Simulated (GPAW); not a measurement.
Entries from a set of simulations; values are calculated unless marked as measured.

### Quasiparticle gap of MgO2 (R-3m) in GPAW

The structure is trigonal, space group R-3m (No. 166). The conventional cell has a = 3.210 Å, b = 3.210 Å, c = 10.482 Å, α = 90.00°, β = 90.00°, γ = 120.00°. Nearest to Mg lie 6 O at 2.11 Å. O has 1 O at 1.49 Å and 3 Mg at 2.11 Å nearest. Farther neighbours and most contacts between anions are not listed.

```
Mg O
1.0
     1.60476    0.92651    3.49398
    -1.60476    0.92651    3.49398
     0.00000   -1.85302    3.49398
Mg O
1 2
Direct
  0.00000 0.00000 0.00000
  0.42879 0.42879 0.42879
  0.57121 0.57121 0.57121
```

```yaml
method: DFT, LDA, plane waves, PAW (and 1 further level or step)
program: GPAW 26.7.0
settings_of_one_run: cutoff 600 eV, GPAW PAW setups 1.2.1 data release, 4×4×4 k-mesh, nbands 80
cost: 4 runs, 44 s in all on 4 MPI ranks of Arm Neoverse V2, shared host (the runs of this entry)
notes: The cell and positions are those that the Materials Project relaxed with its own functionals (PBE, PBE+U or r2SCAN), kept fixed. Bands and cutoff are finite, so the gap is not at the basis limit. The miss can reach some tenths of an eV and take either sign; the mesh is an error of its own. The 4×4×4 mesh is coarse for this cell, which bears on the long-range parts of exchange and screening.
lda_gap: 2.20 eV, direct
g0w0_gap_on_the_mesh: 5.23 eV
gw_settings: 4×4×4 mesh, 70 bands, screening to 100 eV, Godby-Needs plasmon pole
known_limits: not at the basis limit; coarse k mesh
```

G0W0 moves the gap on the mesh from 2.20 eV to 5.23 eV (+3.03 eV), with Z of 0.79 and 0.81 at the edges. Only 2 of the mesh's irreducible points were corrected, so a valley elsewhere could overtake.

[Paths, hosts, dates, memory and timing lines, banners, echoed tables and standing remarks are left out of the program output.]

[Logs are printed without paths, hosts, clocks, repeated set-up lines and the standing remarks that a program may print on its own settings, such as how far it seeks lower states.]

[Runs of the session that timed out or met a known fault of the program may be left out.]

[Hosts, paths, dates, database ids (printed as entryN), source tags and the programs' standing remarks are cut or masked in the printed files.]
